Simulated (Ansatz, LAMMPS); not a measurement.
# Glassy 76SiO2-9BaO-7SrO-4Li2O-4ZrO2 (mol %) (128 atoms) under strain: runs compared

Aim: relax glassy 76SiO2-9BaO-7SrO-4Li2O-4ZrO2 (mol %) (128 atoms), then change its volume and shape to read moduli from the stress.

Computed with Ansatz 0.2.0: Kohn-Sham DFT, PBE, PAW (set soft_2), plane waves.

### Step 1. The cell as built

The cell holds 128 atoms: 34 Si, 4 Ba, 3 Sr, 4 Li, 2 Zr and 81 O. Its edges and angles: a = 12.093 Å, b = 12.093 Å, c = 12.093 Å, α = 90.0°, β = 90.0°, γ = 90.0°. 128 atoms (34 Si, 4 Ba, 3 Sr, 4 Li, 2 Zr, 81 O) placed at random at 2.87 g/cm³, melted at 4000 K for 10 ps at fixed volume with the Morse and Coulomb pair potential with partial charges (Pedone, Malavasi, Menziani, Cormack and Segre, J. Phys. Chem. B 110, 11780 (2006)). Quenched from 4000 K to 300 K at 100 K/ps and fixed volume, held 10 ps at zero pressure, then minimised at fixed cell.

What the set-up can't give: The quench rate of 100 K/ps is many orders above laboratory rates, so the cell is likely richer in defects and strain than a real sample. The network of bonds at the start is that of the classical potential that made the cell, and needn't be the one that DFT or experiment would give. Sampling is at Γ alone. No spin–orbit coupling is included, so levels derived from the heavy atoms are approximate.

### Step 2. The reference run

The reference is a single point at the end of the relaxation.

Every strained cell starts from the geometry of this run, and its atoms are relaxed with the cell held.

Its input, with most atom lines left out:

```yaml
crystal:
  lattice:
    - [12.15779, -0.09053, -0.0737]
    - [-0.09053, 12.19686, 0.38308]
    - [-0.0737, 0.38308, 12.15499]
  atoms:
    - { symbol: Si, position: [0.47612, 0.94966, 0.31359] }
    - { symbol: Si, position: [0.44685, 0.01761, 0.94768] }
    - { symbol: Si, position: [0.9022, 0.40477, 0.6204] }
    - { symbol: Si, position: [0.4406, 0.83488, 0.79362] }
    - { symbol: Si, position: [0.29004, 0.15247, 0.78167] }
    - { symbol: Si, position: [0.09834, 0.58857, 0.00982] }
    - { symbol: Si, position: [0.45044, 0.56374, 0.85075] }
    [... atom lines 8 to 128 left out ...]
kpoints:
  mp_grid: { grid: [1, 1, 1] }
hamiltonian:
  xc: pbe
scf:
  occupations: { method: fixed }
output:
  forces: true
  stress: true
  populations: true
  dos:
    method: { smearing: { sigma: 0.08 } }
    de: 0.1
    projected: { site_lists: { Ba: [Ba], Li: [Li], O: [O], Si: [Si], Sr: [Sr] } }
  eigenvalues: true
  write_density: true
  write_potential: true
  volumetric_format: npy
  elf: true
```

- free energy per atom: -869.9154 eV/atom
- r.m.s. force component: 0.00726 eV/Å
- pressure: 0.01051 GPa

Filled and empty levels are parted by 3.73 eV (at Γ alone); a semilocal functional tends to put such gaps too low. In a disordered cell it changes from sample to sample, and tail or defect levels can set it.

### Step 3. The runs

Each row is one run, on 4 threads of Arm Neoverse V2, shared host. The free energy is the program's total, comparable only between runs with the same functional, potentials and atoms.

| run | atoms | outcome | ionic steps, all passes | free energy (eV) | time | host memory (GiB) |
| --- | --- | --- | --- | --- | --- | --- |
| Single point at the start | 128 | converged | - | -111341.129 | 22 s | 2.4 |
| Cell and atoms relaxed | 128 | converged | 26 | -111349.176 | 8.2 min | 2.6 |
| Single point at the relaxed geometry | 128 | converged | - | -111349.176 | 40 s | 2.8 |
| Volume -3 % | 128 | converged | 9 | -111348.886 | 3.8 min | 2.7 |
| Volume +3 % | 128 | converged | 8 | -111348.939 | 3.8 min | 2.9 |
| Volume -6 % | 128 | converged | 13 | -111348.065 | 5.7 min | 2.6 |
| Volume +6 % | 128 | converged | 12 | -111348.250 | 5.8 min | 2.9 |
| Volume -10 % | 128 | converged | 17 | -111346.043 | 6.9 min | 2.5 |
| Stretched by 1 % along x | 128 | converged | 6 | -111349.130 | 2.7 min | 2.8 |
| Compressed by 1 % along x | 128 | converged | 7 | -111349.116 | 3.1 min | 2.8 |
| Sheared by 2 % in xy | 128 | converged | 6 | -111349.094 | 2.7 min | 2.8 |

In some runs the program notes that the exchange-correlation potential is rough where the density is thin and the SCF threshold is loose for the stress.

### Step 4. Pressure against volume

Atoms are relaxed at each volume, in the scaled cell.

| volume change (%) | volume (Å³/atom) | energy change (meV/atom) | pressure (GPa) | largest move on relaxing (Å) | bonds | gap (eV) |
| --- | --- | --- | --- | --- | --- | --- |
| -10 | 12.660 | 24.47 | 5.90 | 0.50 | 220 | 4.04 |
| -6 | 13.222 | 8.68 | 3.30 | 0.35 | 216 | 3.91 |
| -3 | 13.644 | 2.26 | 1.64 | 0.17 | 212 | 3.82 |
| +0 | 14.066 | 0.00 | 0.01 | - | 210 | 3.73 |
| +3 | 14.488 | 1.85 | -1.41 | 0.20 | 208 | 3.66 |
| +6 | 14.910 | 7.24 | -2.76 | 0.46 | 205 | 3.59 |

### Step 5. Uniaxial strain and shear

Stress (GPa, compression positive) less that of the relaxed cell, atoms relaxed:

| strain | xx | yy | zz | xy | energy change (meV/atom) |
| --- | --- | --- | --- | --- | --- |
| stretched by 1 % along x | -0.946 | -0.228 | -0.259 | -0.057 | 0.36 |
| compressed by 1 % along x | 1.009 | 0.307 | 0.301 | 0.029 | 0.47 |
| sheared by 2 % in xy | -0.071 | 0.004 | -0.034 | -0.747 | 0.64 |

### Step 6. What came out

The bulk modulus, from the slope of pressure against ln V over the three points nearest the relaxed volume, is 50.9 GPa; between neighbouring points the slope runs 60, 53, 54, 48 and 47 GPa from the smallest volume up, without a steady fall, so no pressure derivative is given. The count of bonds runs from 205 to 220 over the series, so at some points contacts cross the cutoffs. At -10 % some atom moved by over 0.5 Å on relaxing, so that point may sit in another local minimum. The gap goes from 4.04 eV at the smallest volume to 3.59 eV at the largest, -2.7 eV per unit of ln V by a straight line, on the run's k-points. In the Cartesian axes of the cell, finite differences give C11 = 97.8, C12 = 26.7, C13 = 28.0 and C66 = 37.3 GPa (the shear of 2 % is the engineering strain, εxy = 0.01). The mean of C11, C12 and C13, which equals the bulk modulus in a cubic or isotropic solid, is 50.8 GPa: it agrees with the bulk modulus within 10 %. For an isotropic solid C66 would equal (C11 − C12)/2 = 35.5 GPa; so small a sample needn't be isotropic, and C66 rests on one shear. With the bulk modulus and C66 as K and G, Young's modulus would be about 90 GPa and Poisson's ratio 0.21.

**Limits.** Strains are finite and relaxations stop at the force tolerance of the input, which can leave moduli too stiff; they are those of a static cell at zero temperature. Volumes are changed with the cell's shape held, so in an anisotropic solid the modulus lies over the one under free hydrostatic load. The program notes that the SCF threshold of the relaxations is loose for the stress.

The DFT runs together took 44 min of wall time.

[Logs are printed without paths, hosts, clocks, repeated set-up lines and the standing remarks that a program may print on its own settings, such as how far it seeks lower states.]

[Hosts, paths, dates, database ids (printed as entryN), source tags and the programs' standing remarks are cut or masked in the printed files.]
